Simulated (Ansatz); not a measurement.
**BaTiO3 (R3m): from the cell to its phonons**

Wanted: phonon frequencies of BaTiO3 (R3m) and what follows from them.

Calculated with Ansatz 0.2.0; DFT LDA, scalar-relativistic, plane waves, PAW.

This is a report of a sequence of runs, with most program output left out.

**1. Set-up**

It takes space group R3m (No. 160, trigonal). Conventional cell: a = 5.655 Å, b = 5.655 Å, c = 6.955 Å, α = 90.00°, β = 90.00°, γ = 120.00°. Ba has 12 O at 2.79 to 2.89 Å nearest. Ti has 6 O at 1.87 to 2.14 Å nearest. Nearest to O lie 2 Ti at 1.87 to 2.14 Å and 4 Ba at 2.79 to 2.89 Å. Farther neighbours and most contacts between anions are not listed.

**2. Bringing the structure to rest**

Harmonic phonons are second derivatives at a point where the forces vanish, and they are wanted at zero stress, so atoms and cell are relaxed first.

input.yaml

```yaml
crystal:
  lattice:
    - [2.8273666084, 1.6323808724, 2.3183934932]
    - [-2.8273666084, 1.6323808724, 2.3183934932]
    - [0.0, -3.2647617449, 2.3183934932]
  atoms:
    - { symbol: Ba, position: [0.0, 0.0, 0.0] }
    - { symbol: Ti, position: [0.4845, 0.4845, 0.4845] }
    - { symbol: O, position: [0.5086, 0.5086, 0.0175] }
    - { symbol: O, position: [0.0175, 0.5086, 0.5086] }
    - { symbol: O, position: [0.5086, 0.0175, 0.5086] }
kpoints:
  mp_grid: { grid: [6, 6, 6] }
hamiltonian:
  xc: lda
scf:
  occupations: { method: gaussian, width: 0.02 }
output:
  forces: true
  stress: true
  eigenvalues: true
relax:
  adjacent_minimum: "off"
  f_tol: 0.005
  max_steps: 80
  cell: { stress_tol: 0.05 }
```

Launch:

```console
> ansatz run input.yaml --threads 4 --pin off --max-ram 7168MiB --backend cpu --events-out ev --progress --plain --runs-dir out
```

The job ended after 43 s (4 threads of Arm Neoverse N1, shared host; peak memory 0.44 GiB).

Step by step:

```tsv
step	energy less that of the first step (eV)	largest force component (eV/Å)	pressure (GPa)	volume (Å³)
1	0.0000	0.1618	-6.06	64.20
2	-0.0510	0.3239	1.44	61.50
3	-0.0570	0.3457	0.30	61.76
4	-0.0578	0.0140	0.27	60.93
5	-0.0640	0.0616	0.08	61.22
6	-0.0645	0.0726	-0.33	61.55
7	-0.0654	0.0018	0.00	61.52
8	-0.0655	0.0035	0.02	61.51
9	-0.0655	0.0002	0.00	61.52
10*	-0.0551	0.0003	-0.29	61.52
11	-0.0562	0.0207	0.35	61.29
12	-0.0557	0.0010	-0.02	61.41
13*	-0.0553	0.0010	-0.02	61.41
```

Relaxation steps marked * repeat the geometry before them on a plane-wave basis chosen anew for their cell, so energy and pressure can jump there. Relaxation steps 4, 8, 11 were tried and not accepted.

Forces are held to the 6 operations that the run works with; a distortion that breaks them can't arise in this run.

```tsv
conventional cell, symmetrised	before	after	change
a (Å)	5.655	5.576	-1.4 %
b (Å)	5.655	5.576	-1.4 %
c (Å)	6.955	6.842	-1.6 %
volume (Å³/atom)	12.84	12.28	-4.4 %
```

The atoms that moved most (Å, as changes of fractional coordinates times the final cell):

```tsv
atom	dx	dy	dz	length
Ti2	0.000	0.000	0.039	0.039
O3	0.000	0.015	-0.011	0.018
O4	-0.013	-0.007	-0.011	0.018
O5	0.013	-0.007	-0.011	0.018
Ba1	0.000	0.000	-0.006	0.006
```

Numbers from this step:

```yaml
pressure: -0.02462 GPa
gap_on_the_k_mesh: 2.159 eV
volume_per_atom: 12.28 Å³
direct_gap_on_mesh: 2.358 eV
```

In this step the volume went from 12.84 to 12.28 Å³/atom.

**3. Relaxing to small forces for the phonons**

Phonons need a cell at rest on their own settings, so the relaxation is repeated with tight tolerances on forces and stress, using the mesh and the filling of the phonon run that follows.

input.yaml

```yaml
crystal:
  lattice:
    - [2.7880184727, 1.6096632157, 2.2805698608]
    - [-2.7880184727, 1.6096632157, 2.2805698608]
    - [0.0, -3.2193264314, 2.2805698607]
  atoms:
    - { symbol: Ba, position: [-0.0009337921, -0.0009337921, -0.0009337921] }
    - { symbol: Ti, position: [0.4902097415, 0.4902097415, 0.4902097415] }
    - { symbol: O, position: [0.508553276, 0.508553276, 0.0128174985] }
    - { symbol: O, position: [0.0128174985, 0.508553276, 0.508553276] }
    - { symbol: O, position: [0.508553276, 0.0128174985, 0.508553276] }
kpoints:
  mp_grid: { grid: [6, 6, 6] }
hamiltonian:
  xc: lda
scf:
  occupations: { method: fixed }
output:
  forces: true
  stress: true
  eigenvalues: true
relax:
  adjacent_minimum: "off"
  f_tol: 0.001
  max_steps: 60
  cell: { stress_tol: 0.01 }
```

It took 19 s on 4 threads; peak memory 0.42 GiB.

Little changed from the start: no atom moved by 0.005 Å and no cell edge by 0.1 %.

This step gave:

- pressure: -0.002956 GPa
- direct gap on mesh: 2.357 eV

The largest force component left is 0.87 meV/Å and the pressure is -0.003 GPa, within the tolerances set. The cell now holds 12.28 Å³/atom.

**4. Zone-centre response**

The zone centre is the only wavevector solved here; it holds the modes that light can see, as far as symmetry allows. The response to a homogeneous field gives the Born charges and the dielectric tensor, and its change with displacement the Raman tensors.

input.yaml

```yaml
crystal:
  lattice:
    - [2.7879002201, 1.6095949425, 2.280461717]
    - [-2.7879002201, 1.6095949425, 2.280461717]
    - [0.0, -3.2191898851, 2.2804617169]
  atoms:
    - { symbol: Ba, position: [-0.0009476575, -0.0009476575, -0.0009476575] }
    - { symbol: Ti, position: [0.4902259111, 0.4902259111, 0.4902259111] }
    - { symbol: O, position: [0.5085576674, 0.5085576674, 0.0128064115] }
    - { symbol: O, position: [0.0128064115, 0.5085576674, 0.5085576674] }
    - { symbol: O, position: [0.5085576674, 0.0128064115, 0.5085576674] }
kpoints:
  mp_grid: { grid: [6, 6, 6] }
hamiltonian:
  xc: lda
scf:
  occupations: { method: fixed }
output:
  eigenvalues: true
phonons:
  method: dfpt
  dielectric: true
  rigid_motions: translations
  raman: true
```

The job ended after 7.9 min (4 threads; peak memory 1.4 GiB).

This step gave:

* sum-rule residual before enforcement: 6.40e-5 eV/Å²
* miss of the charge sum rule: 0.002961 e
* estimated error of the dielectric tensor: 0.02198
* estimated error of the Born charges: 0.02822 e
* point group: 3m
* highest optical mode at the zone centre (no LO-TO term): 512.2 cm⁻¹
* lowest optical zone-centre mode: 160.1 cm⁻¹
* mean high-frequency dielectric constant: 6.238
* largest Born charge (third of the trace): 6.628 e
* mean static dielectric constant: 85.63
* top of the zone-centre spectrum with the field: 701.0 cm⁻¹

Without the LO-TO term. Patterns of degenerate modes are one choice out of their space. The modes at Γ (shares of kinetic energy by element, %):

```tsv
mode	frequency (cm⁻¹)	symmetry	Ba %	Ti %	O %
1	0.0	acoustic	59	21	21
2	0.0	acoustic	59	21	21
3	0.0	acoustic	59	21	21
4	160.1	E	11	10	79
5	160.1	E	11	10	79
6	177.4	A1	40	18	42
7	183.9	E	30	69	1
8	183.9	E	30	69	1
9	225.2	A1	1	62	37
10	281.4	A2	0	0	100
11	295.7	E	0	0	100
12	295.7	E	0	0	100
13	484.1	E	0	1	99
14	484.1	E	0	1	99
15	512.2	A1	0	0	100
```

Displacements in mode 5 (160.1 cm⁻¹), the largest set to 1:
```
Ba1  0.03 -0.21  0.00
Ti2  0.04 -0.35  0.00
O3  -0.11  1.00 -0.07
O4  -0.08  0.93  0.03
O5  -0.16  0.94  0.04
```

Displacements in mode 11 (295.7 cm⁻¹), the largest set to 1:
```
Ba1  0.00  0.00  0.00
Ti2  0.00  0.01  0.00
O3  -0.03  0.68  1.00
O4   0.60 -0.32 -0.53
O5  -0.58 -0.36 -0.47
```

Optical modes at the zone centre, without and with the macroscopic field of the longitudinal modes; each column is sorted by frequency, so a row need not hold one and the same mode. Modes with and without the field, by row:

```tsv
rank among optical modes	no field (cm⁻¹)	q along (1, 0, 0) (cm⁻¹)	q along (0, 0, 1) (cm⁻¹)
1	160.1	160.1	160.1
2	160.1	177.4	160.1
3	177.4	181.3	183.9
4	183.9	183.9	183.9
5	183.9	225.2	184.7
6	225.2	281.4	281.4
7	281.4	295.6	295.7
8	295.7	295.7	295.7
9	295.7	451.4	464.9
10	484.1	484.1	484.1
11	484.1	512.2	484.1
12	512.2	701	694.4
```

Born charge (rows field, columns displacement) (e), principal values of the symmetric part by kind of site:

```tsv
atom	atoms with these values	low	middle	high	mean
Ba1	1	2.78	2.81	2.81	2.80
Ti2	1	6.21	6.83	6.83	6.63
O3	3	-5.30	-2.06	-2.06	-3.14
```

In full for Ba1:

```
2.81 0.00 0.00
0.00 2.81 0.00
0.00 0.00 2.78
```

High-frequency dielectric tensor:

```
6.34 0.00 0.00
0.00 6.34 0.00
0.00 0.00 6.03
```

Static dielectric tensor (ions relaxed, fixed cell):

```
102.9   0.0   0.0
  0.0 102.9   0.0
  0.0   0.0  51.2
```

Transverse modes. Lines of the infrared spectrum (strongest = 100):

```tsv
position (cm⁻¹)	label	relative intensity
160	E	100
177	A1	6.6
184	E	13
225	A1	39
281	A2	0.0
296	E	0.0
484	E	11
512	A1	6.4
```

Activity x (w_L - w)^4 (n + 1)/w, 532 nm, 300 K; modes without the macroscopic field alone. Raman lines, with heights relative to the strongest:

```tsv
position (cm⁻¹)	label	relative intensity
160	E	52
177	A1	2.7
184	E	20
225	A1	100
281	A2	0.0
296	E	1.6
484	E	3.4
512	A1	17
```

Static second-order susceptibility (pm/V), twice the coefficient d of second-harmonic generation. Second order susceptibility, by row:

```tsv
field along	xx	yy	zz	yz	xz	xy
x	0	0	0	0	20.46	3.9
y	3.9	-3.9	0	20.46	0	0
z	20.46	20.46	42.51	0	0	0
```

Before it was imposed, the acoustic sum rule was missed by 6.4e-5 eV/Å² and the charge sum rule by 0.0030 e. Small misses are needed for a sound result but don't prove that mesh and cutoff are converged. The lowest optical mode is real, 160 cm⁻¹.

**5. Isotope substitution, element Ba, natural mass 137.327 amu**

An isotope changes the mass and not the force constants, so no new electronic calculation is needed; the shifts show which modes move this element.

The same force constants with the mass of Ba changed from 137.327 to 133.905 u (phonopy, no LO-TO term). Both lists are sorted by frequency; levels can cross, so a row need not hold one and the same mode. Modes under 3 cm⁻¹ are left out. Isotope shifts, by row:

```tsv
q	rank	natural mass (cm⁻¹)	changed mass (cm⁻¹)
0 0 0	4	160.1	160.3
0 0 0	5	160.1	160.3
0 0 0	6	177.4	178.3
0 0 0	7	183.9	184.6
0 0 0	8	183.9	184.6
0 0 0	9	225.2	225.2
0 0 0	10	281.4	281.4
0 0 0	11	295.7	295.7
0 0 0	12	295.7	295.7
0 0 0	13	484.1	484.1
0 0 0	14	484.1	484.1
0 0 0	15	512.2	512.2
```

A mode of this element alone would shift by +1.27 %. The highest zone-centre frequency without the field goes from 512.2 to 512.2 cm⁻¹ (+0.0 %). The product of the frequency ratios over all optical modes at Γ is 1.016; the product rule, (m/m′)^(3k/2) (M′/M)^(3/2) with k = 1 such atoms and M the mass of the cell, gives 1.016.

**6. Another isotope, element O, natural mass 15.999 amu**

The same for O, from 16.00 to 18.00 u.

A mode of this element alone would shift by -5.72 %. The highest zone-centre frequency without the field goes from 512.2 to 482.9 cm⁻¹ (-5.7 %). The product of the frequency ratios over all optical modes at Γ is 0.611; the product rule, (m/m′)^(3k/2) (M′/M)^(3/2) with k = 3 such atoms and M the mass of the cell, gives 0.611.

**7. Isotope substitution, element Ti, natural mass 47.867 amu**

The same for Ti, from 47.87 to 49.94 u.

A mode of this element alone would shift by -2.10 %. The highest zone-centre frequency without the field goes from 512.2 to 512.2 cm⁻¹ (+0.0 %). The product of the frequency ratios over all optical modes at Γ is 0.951; the product rule, (m/m′)^(3k/2) (M′/M)^(3/2) with k = 1 such atoms and M the mass of the cell, gives 0.951.

**8. What came out**

* space group after relaxation (within 0.01 Å): R3m
* volume per atom: 12.3 Å³
* gap on the k-mesh: 2.16 eV
* highest optical mode at the zone centre (no LO-TO term): 512 cm⁻¹
* top of the zone-centre spectrum with the field: 701 cm⁻¹
* lowest optical zone-centre mode: 160 cm⁻¹
* mean high-frequency dielectric constant: 6.24
* mean static dielectric constant: 85.6
* largest Born charge (third of the trace): 6.63 e
* imaginary modes at Γ (the only wavevector solved): none

**Reading.** The structure is stable against zone-centre distortions, since no mode there is imaginary; other wavevectors were not solved, so zone-boundary instabilities are untested. Without the field, the optical modes at Γ span 160 to 512 cm⁻¹. No dispersion was computed. The highest mode in this list at Γ, 512.2 cm⁻¹, is mostly motion of O (100 % of the kinetic energy). With the macroscopic field of the longitudinal modes the top of the zone-centre spectrum lies at 701 cm⁻¹, against 512 cm⁻¹ without it. Lattice motion raises the mean dielectric constant from 6.238 to 85.63. The strongest infrared line is at 160 cm⁻¹. Averaged over orientations, the strongest Raman line at 532 nm and 300 K is at 225 cm⁻¹, among the modes without the field; their longitudinal partners can be Raman active too. The tensors are the static, non-resonant ones, while 532 nm light (2.33 eV) lies above the computed gap. Spin-orbit coupling is left out, which can matter for the heavy elements here. These are harmonic frequencies at zero temperature: anharmonic shifts, linewidths and thermal expansion are left out.

[Logs are printed without paths, hosts, clocks, repeated set-up lines and the standing remarks that a program may print on its own settings, such as how far it seeks lower states.]

[Hosts, paths, dates, database ids (printed as entryN), source tags and the programs' standing remarks are cut or masked in the printed files.]
